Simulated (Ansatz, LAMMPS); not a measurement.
# A frame of liquid ethylene glycol from 300 K (170 atoms): geometry optimisation, part 2 of 3

How does a frame of liquid ethylene glycol from 300 K (170 atoms) relax, and what do bonds, charges and levels look like afterwards?

Ansatz 0.2.0; Kohn-Sham DFT, revPBE+D4, PAW (set soft_2), plane waves.

The cell: 34 O, 34 C and 102 H. The network of contacts between molecules at the start is that of the classical potential that made the cell. The density was typed from a rule of thumb and may lie off the real one at this temperature. Sampling is at Γ alone, for a cell whose shortest periodic width is 12 Å.

So far. Step 3 (Single point at the start): The r.m.s. force component of 0.88 eV/Å and the pressure of 2.8 GPa set the starting point.

## (4) Relaxation

The atoms are relaxed in the fixed cell, aiming at the force tolerance of the input.

Contents of input.yaml:

```yaml
crystal:
  lattice:
    - [11.64343, 0.0, 0.0]
    - [0.0, 11.64343, 0.0]
    - [0.0, 0.0, 11.64343]
  atoms:
    [... the 170 atom lines of step 3 ...]
kpoints:
  mp_grid: { grid: [1, 1, 1] }
hamiltonian:
  xc: revpbe
  dispersion: d4
scf:
  occupations: { method: fixed }
output:
  forces: true
relax:
  f_tol: 0.05
  max_steps: 200
```

On the command line:

```console
ansatz run input.yaml --threads 4 --pin off --max-ram 8192MiB --backend cpu --events-out ev --progress --plain --runs-dir out
```

Numbers of over 12 decimals in the logs are rounded to 6 here.

Log:

```text
[...]
Crystal: 170 atoms, lattice volume = 1578.494 Å³
Basis set: ecut = 420 eV, 31031 PW (Γ), exchange–correlation on 160×160×160 points (8 copies of the dense FFT grid, shifted against one another)
Bands: 391, of which v1, the nominal top of the filled ones, is band 221 counted from 1 (220 counted from 0)
Symmetry: 1 space group operations
[...]
k-points: 1
[...]
SCF iter   1: F=—  HF=-29538.253135 eV  |F-HF|=—  |Δ(HF+E_count)|=         —  Δρ=7.09e-3  dr2=1.00e0  ethr=1.77e-3  ⟨swp⟩=5.0  Hψ=1238  notcnv=0  defer=166
[...]
SCF iter   3: F=—  HF=-29538.003738 eV  |F-HF|=—  |Δ(HF+E_count)|=   2.01e-2  Δρ=1.40e-3  dr2=4.44e-2  ethr=4.18e-5  ⟨swp⟩=3.0  Hψ=419  notcnv=0  defer=64
automatic band count: iteration 3 solves 287 bands in place of 391: the levels show a gap, and the empty bands left out lie too high to hold charge; the band table lists the bands solved (type scf.n_extra_bands for more)
SCF iter   4: F=—  HF=-29538.002540 eV  |F-HF|=—  |Δ(HF+E_count)|=   1.20e-3  Δρ=4.11e-4  dr2=3.22e-3  ethr=1.01e-5  ⟨swp⟩=3.0  Hψ=431  notcnv=0  defer=64
[...]
SCF iter   7: F=-29538.002801 eV  HF=-29538.002805 eV  |F-HF|=3.70e-6  |Δ(HF+E_count)|=   1.83e-5  Δρ=2.06e-5  dr2=6.19e-6  ethr=1.41e-8  ⟨swp⟩=4.0  Hψ=870  notcnv=0
SCF 1 converged in 7 iterations: F = -29538.002801 eV  dr2 = 6.19e-6
[...]
relax step   1: F+E_penalty+E_count = -29538.00280126 eV  Δ(F+E_penalty+E_count) = +0.000e0 eV  max|allowed force component| = 3.433e0 eV/Å  Δτ_max = 0.0000 Å  (7 SCF iters, dr2 threshold 6.25e-5 eV, accepted)
[... from here on, the SCF cycles and remarks between the steps are left out ...]
relax step   2: F+E_penalty+E_count = -29544.48652257 eV  Δ(F+E_penalty+E_count) = -6.484e0 eV  max|allowed force component| = 1.225e0 eV/Å  Δτ_max = 0.1947 Å  (7 SCF iters, dr2 threshold 1.00e-4 eV, accepted)
relax step   3: F+E_penalty+E_count = -29546.11056657 eV  Δ(F+E_penalty+E_count) = -1.624e0 eV  max|allowed force component| = 6.214e-1 eV/Å  Δτ_max = 0.1947 Å  (7 SCF iters, dr2 threshold 9.37e-5 eV, accepted)
relax step   4: F+E_penalty+E_count = -29546.63206801 eV  Δ(F+E_penalty+E_count) = -5.215e-1 eV  max|allowed force component| = 5.381e-1 eV/Å  Δτ_max = 0.1948 Å  (6 SCF iters, dr2 threshold 4.91e-5 eV, accepted)
relax step   5: F+E_penalty+E_count = -29546.95017389 eV  Δ(F+E_penalty+E_count) = -3.181e-1 eV  max|allowed force component| = 4.373e-1 eV/Å  Δτ_max = 0.2000 Å  (6 SCF iters, dr2 threshold 7.46e-5 eV, accepted)
relax step   6: F+E_penalty+E_count = -29547.16644495 eV  Δ(F+E_penalty+E_count) = -2.163e-1 eV  max|allowed force component| = 4.314e-1 eV/Å  Δτ_max = 0.1947 Å  (6 SCF iters, dr2 threshold 1.00e-4 eV, accepted)
relax step   7: F+E_penalty+E_count = -29547.36667873 eV  Δ(F+E_penalty+E_count) = -2.002e-1 eV  max|allowed force component| = 3.328e-1 eV/Å  Δτ_max = 0.1948 Å  (6 SCF iters, dr2 threshold 1.00e-4 eV, accepted)
relax step   8: F+E_penalty+E_count = -29547.58295836 eV  Δ(F+E_penalty+E_count) = -2.163e-1 eV  max|allowed force component| = 2.592e-1 eV/Å  Δτ_max = 0.1924 Å  (7 SCF iters, dr2 threshold 6.59e-5 eV, accepted)
relax step   9: F+E_penalty+E_count = -29547.75553792 eV  Δ(F+E_penalty+E_count) = -1.726e-1 eV  max|allowed force component| = 3.052e-1 eV/Å  Δτ_max = 0.1909 Å  (7 SCF iters, dr2 threshold 4.00e-5 eV, accepted)
relax step  10: F+E_penalty+E_count = -29547.87174597 eV  Δ(F+E_penalty+E_count) = -1.162e-1 eV  max|allowed force component| = 4.695e-1 eV/Å  Δτ_max = 0.1936 Å  (7 SCF iters, dr2 threshold 5.65e-5 eV, accepted)
relax step  11: F+E_penalty+E_count = -29547.97120777 eV  Δ(F+E_penalty+E_count) = -9.946e-2 eV  max|allowed force component| = 2.860e-1 eV/Å  Δτ_max = 0.2000 Å  (7 SCF iters, dr2 threshold 1.00e-4 eV, accepted)
relax step  12: F+E_penalty+E_count = -29548.04095146 eV  Δ(F+E_penalty+E_count) = -6.974e-2 eV  max|allowed force component| = 3.218e-1 eV/Å  Δτ_max = 0.1951 Å  (7 SCF iters, dr2 threshold 3.03e-5 eV, accepted)
relax step  13: F+E_penalty+E_count = -29548.07825304 eV  Δ(F+E_penalty+E_count) = -3.730e-2 eV  max|allowed force component| = 2.700e-1 eV/Å  Δτ_max = 0.0751 Å  (6 SCF iters, dr2 threshold 3.84e-5 eV, accepted)
relax step  14: F+E_penalty+E_count = -29548.11690208 eV  Δ(F+E_penalty+E_count) = -3.865e-2 eV  max|allowed force component| = 1.501e-1 eV/Å  Δτ_max = 0.1540 Å  (7 SCF iters, dr2 threshold 5.13e-5 eV, accepted)
relax step  15: F+E_penalty+E_count = -29548.14323550 eV  Δ(F+E_penalty+E_count) = -2.633e-2 eV  max|allowed force component| = 1.287e-1 eV/Å  Δτ_max = 0.1511 Å  (8 SCF iters, dr2 threshold 6.96e-6 eV, accepted)
relax step  16: F+E_penalty+E_count = -29548.16543667 eV  Δ(F+E_penalty+E_count) = -2.220e-2 eV  max|allowed force component| = 1.565e-1 eV/Å  Δτ_max = 0.1245 Å  (7 SCF iters, dr2 threshold 5.12e-6 eV, accepted)
relax step  17: F+E_penalty+E_count = -29548.18999328 eV  Δ(F+E_penalty+E_count) = -2.456e-2 eV  max|allowed force component| = 1.789e-1 eV/Å  Δτ_max = 0.1948 Å  (7 SCF iters, dr2 threshold 1.80e-5 eV, accepted)
relax step  18: F+E_penalty+E_count = -29548.20701080 eV  Δ(F+E_penalty+E_count) = -1.702e-2 eV  max|allowed force component| = 2.248e-1 eV/Å  Δτ_max = 0.1167 Å  (6 SCF iters, dr2 threshold 3.20e-5 eV, accepted)
relax step  19: F+E_penalty+E_count = -29548.22941814 eV  Δ(F+E_penalty+E_count) = -2.241e-2 eV  max|allowed force component| = 2.606e-1 eV/Å  Δτ_max = 0.1949 Å  (6 SCF iters, dr2 threshold 5.06e-5 eV, accepted)
relax step  20: F+E_penalty+E_count = -29548.24573287 eV  Δ(F+E_penalty+E_count) = -1.631e-2 eV  max|allowed force component| = 2.996e-1 eV/Å  Δτ_max = 0.1949 Å  (6 SCF iters, dr2 threshold 6.79e-5 eV, accepted)
relax step  21: F+E_penalty+E_count = -29548.26380660 eV  Δ(F+E_penalty+E_count) = -1.807e-2 eV  max|allowed force component| = 3.551e-1 eV/Å  Δτ_max = 0.1324 Å  (6 SCF iters, dr2 threshold 8.98e-5 eV, accepted)
relax step  22: F+E_penalty+E_count = -29548.28893135 eV  Δ(F+E_penalty+E_count) = -2.512e-2 eV  max|allowed force component| = 3.590e-1 eV/Å  Δτ_max = 0.1946 Å  (6 SCF iters, dr2 threshold 1.00e-4 eV, accepted)
relax step  23: F+E_penalty+E_count = -29548.30220967 eV  Δ(F+E_penalty+E_count) = -1.328e-2 eV  max|allowed force component| = 2.592e-1 eV/Å  Δτ_max = 0.1948 Å  (6 SCF iters, dr2 threshold 1.00e-4 eV, accepted)
relax step  24: F+E_penalty+E_count = -29548.31638102 eV  Δ(F+E_penalty+E_count) = -1.417e-2 eV  max|allowed force component| = 2.708e-1 eV/Å  Δτ_max = 0.0488 Å  (5 SCF iters, dr2 threshold 3.50e-5 eV, accepted)
relax step  25: F+E_penalty+E_count = -29547.79835876 eV  Δ(F+E_penalty+E_count) = +5.180e-1 eV  max|allowed force component| = 9.383e-1 eV/Å  Δτ_max = 0.1951 Å  (7 SCF iters, dr2 threshold 3.82e-5 eV, rejected (line search))
relax step  26: F+E_penalty+E_count = -29548.32637481 eV  Δ(F+E_penalty+E_count) = -9.994e-3 eV  max|allowed force component| = 1.700e-1 eV/Å  Δτ_max = 0.0580 Å  (9 SCF iters, accepted)
relax step  27: F+E_penalty+E_count = -29548.33137334 eV  Δ(F+E_penalty+E_count) = -4.999e-3 eV  max|allowed force component| = 6.120e-2 eV/Å  Δτ_max = 0.0644 Å  (6 SCF iters, dr2 threshold 1.14e-5 eV, accepted)
relax step  28: F+E_penalty+E_count = -29548.33556295 eV  Δ(F+E_penalty+E_count) = -4.190e-3 eV  max|allowed force component| = 8.383e-2 eV/Å  Δτ_max = 0.0865 Å  (9 SCF iters, accepted)
relax step  29: F+E_penalty+E_count = -29548.33882151 eV  Δ(F+E_penalty+E_count) = -3.259e-3 eV  max|allowed force component| = 6.502e-2 eV/Å  Δτ_max = 0.1138 Å  (9 SCF iters, accepted)
relax step  30: F+E_penalty+E_count = -29548.34094655 eV  Δ(F+E_penalty+E_count) = -2.125e-3 eV  max|allowed force component| = 5.244e-2 eV/Å  Δτ_max = 0.0447 Å  (6 SCF iters, dr2 threshold 2.54e-6 eV, accepted)
relax step  31: F+E_penalty+E_count = -29548.34420665 eV  Δ(F+E_penalty+E_count) = -3.260e-3 eV  max|allowed force component| = 4.988e-2 eV/Å  Δτ_max = 0.0890 Å  (9 SCF iters, accepted)
relax step  32: F+E_penalty+E_count = -29548.34729946 eV  Δ(F+E_penalty+E_count) = -3.093e-3 eV  max|allowed force component| = 6.751e-2 eV/Å  Δτ_max = 0.1146 Å  (9 SCF iters, accepted)
relax step  33: F+E_penalty+E_count = -29548.34717958 eV  Δ(F+E_penalty+E_count) = +1.199e-4 eV  max|allowed force component| = 2.061e-1 eV/Å  Δτ_max = 0.1950 Å  (8 SCF iters, dr2 threshold 4.12e-6 eV, rejected (line search))
relax step  34: F+E_penalty+E_count = -29548.35310023 eV  Δ(F+E_penalty+E_count) = -5.801e-3 eV  max|allowed force component| = 1.625e-1 eV/Å  Δτ_max = 0.0971 Å  (9 SCF iters, accepted)
relax step  35: F+E_penalty+E_count = -29548.35033132 eV  Δ(F+E_penalty+E_count) = +2.769e-3 eV  max|allowed force component| = 5.008e-1 eV/Å  Δτ_max = 0.0950 Å  (5 SCF iters, dr2 threshold 2.64e-5 eV, rejected (line search))
relax step  36: F+E_penalty+E_count = -29548.35820014 eV  Δ(F+E_penalty+E_count) = -5.100e-3 eV  max|allowed force component| = 2.563e-2 eV/Å  Δτ_max = 0.0455 Å  (8 SCF iters, accepted)
relax step  37: F+E_penalty+E_count = -29548.36134699 eV  Δ(F+E_penalty+E_count) = -3.147e-3 eV  max|allowed force component| = 3.752e-2 eV/Å  Δτ_max = 0.0484 Å  (8 SCF iters, accepted)
relax step  38: F+E_penalty+E_count = -29548.36622390 eV  Δ(F+E_penalty+E_count) = -4.877e-3 eV  max|allowed force component| = 4.973e-2 eV/Å  Δτ_max = 0.0729 Å  (8 SCF iters, accepted)
SCF converged after 8 iterations
Free energy (F): -29548.366224 eV
[...]
Internal energy: -29548.366224 eV  (E = F + TS)
E sigma→0 (E₀):  -29548.366224 eV
Fermi energy:    -0.395998 eV
[...]
--- Forces (eV/Å), atoms counted from 1 ---
  atom   1  O      0.00381845    -0.00051914    -0.00411604
  atom   2  C     -0.00189264     0.00760511     0.01612823
  atom   3  C      0.00008435    -0.00441201    -0.01004528
  atom   4  O     -0.00236468     0.00784393    -0.00262320
  atom   5  H     -0.00176995    -0.00077074    -0.00268919
  atom   6  H      0.00165295    -0.00568528    -0.00207106
  atom   7  H      0.00200161     0.00077781    -0.00065652
  atom   8  H     -0.00008301     0.00079711     0.00012468
  atom   9  H      0.00138067     0.00193349    -0.00023583
  atom  10  H     -0.00107288    -0.00153123     0.00091254
  atom  11  O      0.00473458    -0.00093696     0.00136862
  atom  12  C      0.00452162     0.00303986     0.00754367
  atom  13  C     -0.00293353     0.00357537    -0.00676716
  atom  14  O      0.00219416    -0.00189083    -0.00218792
[...]
atom 169  H     -0.00320367     0.00054244    -0.00159680
  atom 170  H      0.00091114    -0.00009803     0.00045119
  max |Σ_I F_I| component: 1.65e-4 eV/Å
--- Relaxed structure (38 steps of the walk, 35 accepted, 0 SCFs on fresh bases) ---
  F+E_penalty+E_count = -29548.36622390 eV   max|allowed force component| = 4.973e-2 eV/Å
  atoms:
    - { symbol: O, position: [0.870889, 0.664739, 0.843129] }
    - { symbol: C, position: [0.933880, 0.621925, 0.746495] }
    - { symbol: C, position: [0.880859, 0.657462, 0.632212] }
    - { symbol: O, position: [0.857095, 0.777627, 0.627155] }
[...]
- { symbol: H, position: [0.557616, 0.440405, 0.266178] }
```

Wall time 3.8 min (4 threads of AMD EPYC 9R45, shared host); peak memory 1.9 GiB.

Step by step (22 of 38):

```
step  energy less that of the first step (eV)  largest force component (eV/Å)
   1                                   0.0000                          3.4328
   3                                  -8.1078                          0.6214
   5                                  -8.9474                          0.4373
   6                                  -9.1636                          0.4314
   8                                  -9.5802                          0.2592
  10                                  -9.8689                          0.4695
  12                                 -10.0382                          0.3218
  13                                 -10.0755                          0.2700
  15                                 -10.1404                          0.1287
  17                                 -10.1872                          0.1789
  19                                 -10.2266                          0.2606
  20                                 -10.2429                          0.2996
  22                                 -10.2861                          0.3590
  24                                 -10.3136                          0.2708
  26                                 -10.3236                          0.1700
  27                                 -10.3286                          0.0612
  29                                 -10.3360                          0.0650
  31                                 -10.3414                          0.0499
  33                                 -10.3444                          0.2061
  34                                 -10.3503                          0.1625
  36                                 -10.3554                          0.0256
  38                                 -10.3634                          0.0497
```

Relaxation steps 25, 33, 35 were tried and not accepted.

The atoms that moved most (Å):

```
atom      dx      dy      dz  length
  O4  -0.435   2.070   0.795   2.259
  H9  -0.589   1.943  -0.832   2.194
 H10   0.020   1.688   0.638   1.804
  H8  -0.724   1.342  -0.951   1.797
  C3  -0.618   1.445  -0.315   1.603
H150  -0.392   0.081   1.429   1.484
H145  -1.138   0.864  -0.243   1.449
 H69   0.897  -1.054  -0.304   1.417
```

The relaxation changed the energy by -61.0 meV/atom, and atoms moved by 0.79 Å r.m.s., 2.3 Å at most.

## (5) Local order after relaxation

Bonds before and after, by the cutoffs listed below:

```
pair  bonds before  bonds after  mean before (Å)  mean after (Å)  spread before (Å)  spread after (Å)
 H-C            68           68            1.096           1.100              0.031             0.003
 H-O            34           34            0.983           0.991              0.022             0.007
 C-C            17           17            1.508           1.521              0.037             0.004
 C-O            34           34            1.430           1.435              0.027             0.005
```

Density 1.11 g/cm³, 9.285 Å³ an atom.

Pair distribution functions g(r), in bins of 0.2 Å:

```
r (Å)  total   H-H    H-C   H-O   C-C   C-O   O-O
 0.90   1.51  0.00   0.00  6.30  0.00  0.00  0.00
 1.10   2.47  0.00  10.15  0.17  0.00  0.00  0.00
 1.30   0.00  0.00   0.00  0.00  0.00  0.00  0.00
 1.50   1.05  0.00   0.00  0.00  7.95  9.10  0.00
 1.70   0.86  1.30   0.00  1.65  0.00  0.00  0.00
 1.90   0.35  0.03   1.25  0.16  0.00  0.00  0.00
 2.10   1.58  0.40   2.97  3.02  0.00  0.00  0.00
 2.30   0.56  1.46   0.03  0.10  0.00  0.10  0.00
 2.50   1.07  1.77   0.49  0.34  0.00  2.94  0.00
 2.70   1.15  1.26   0.67  1.50  0.00  0.00  4.18
 2.90   0.88  1.28   0.58  0.84  0.00  0.00  1.93
 3.10   0.87  1.10   0.81  0.87  0.00  0.27  1.14
 3.30   0.92  0.73   0.85  1.46  0.00  1.09  0.39
 3.50   0.91  0.74   0.98  0.98  0.18  1.86  0.54
 3.70   0.93  0.89   0.86  0.95  0.63  1.50  0.64
 3.90   0.98  0.84   1.10  0.98  1.57  1.00  0.86
 4.10   0.94  0.92   1.00  0.80  1.21  1.11  1.03
 4.30   0.97  1.04   0.87  1.02  1.35  0.88  0.52
 4.50   1.06  1.09   1.04  1.10  1.60  0.72  0.85
 4.70   1.09  1.06   1.22  0.97  1.52  1.09  0.94
 4.90   1.06  1.06   1.14  0.84  1.71  1.28  0.95
 5.10   1.02  1.04   0.95  0.99  1.17  1.11  1.29
 5.30   0.99  0.94   1.05  0.99  1.17  0.95  0.96
 5.50   1.03  0.99   0.98  1.02  1.55  0.98  1.40
 5.70   1.08  1.05   1.15  1.15  1.20  0.88  0.83
```

Bonds by pair of elements; cutoffs follow the first minimum of g(r), held within bounds set by covalent radii, and pairs that aren't listed don't count as bonded:

```
pair A-B  cutoff (Å)  bonds  mean length (Å)  spread (Å)  shortest (Å)  B about A  A about B
     H-C        1.34     68              1.1       0.003          1.09      0.667          2
     H-O        1.21     34            0.991       0.007         0.974      0.333          1
     C-C        1.85     17             1.52       0.004          1.51          1          1
     C-O        1.73     34             1.44       0.005          1.42          1          1
```

How many atoms have how many bonded neighbours:

```
element  mean    1   2   4
      C     4    0   0  34
      H     1  102   0   0
      O     2    0  34   0
```

Bond angles (no mean is given where the spread exceeds 20°):

```
angle  count  mean (°)  spread (°)
H-C-O     68       109         1.9
C-C-H     68       109         0.9
C-O-H     34       109         1.8
C-C-O     34       113         1.4
H-C-H     34       108         0.5
```

With the cutoffs above, all C atoms have 4, all H atoms have 1 and all O atoms have 2 bonded neighbours. The H-C-O angle averages 109° with a spread of 1.9°.

[end of part 2 of 3]

[Logs are printed without paths, hosts, clocks, repeated set-up lines and the standing remarks that a program may print on its own settings, such as how far it seeks lower states.]

[Hosts, paths, dates, database ids (printed as entryN), source tags and the programs' standing remarks are cut or masked in the printed files.]
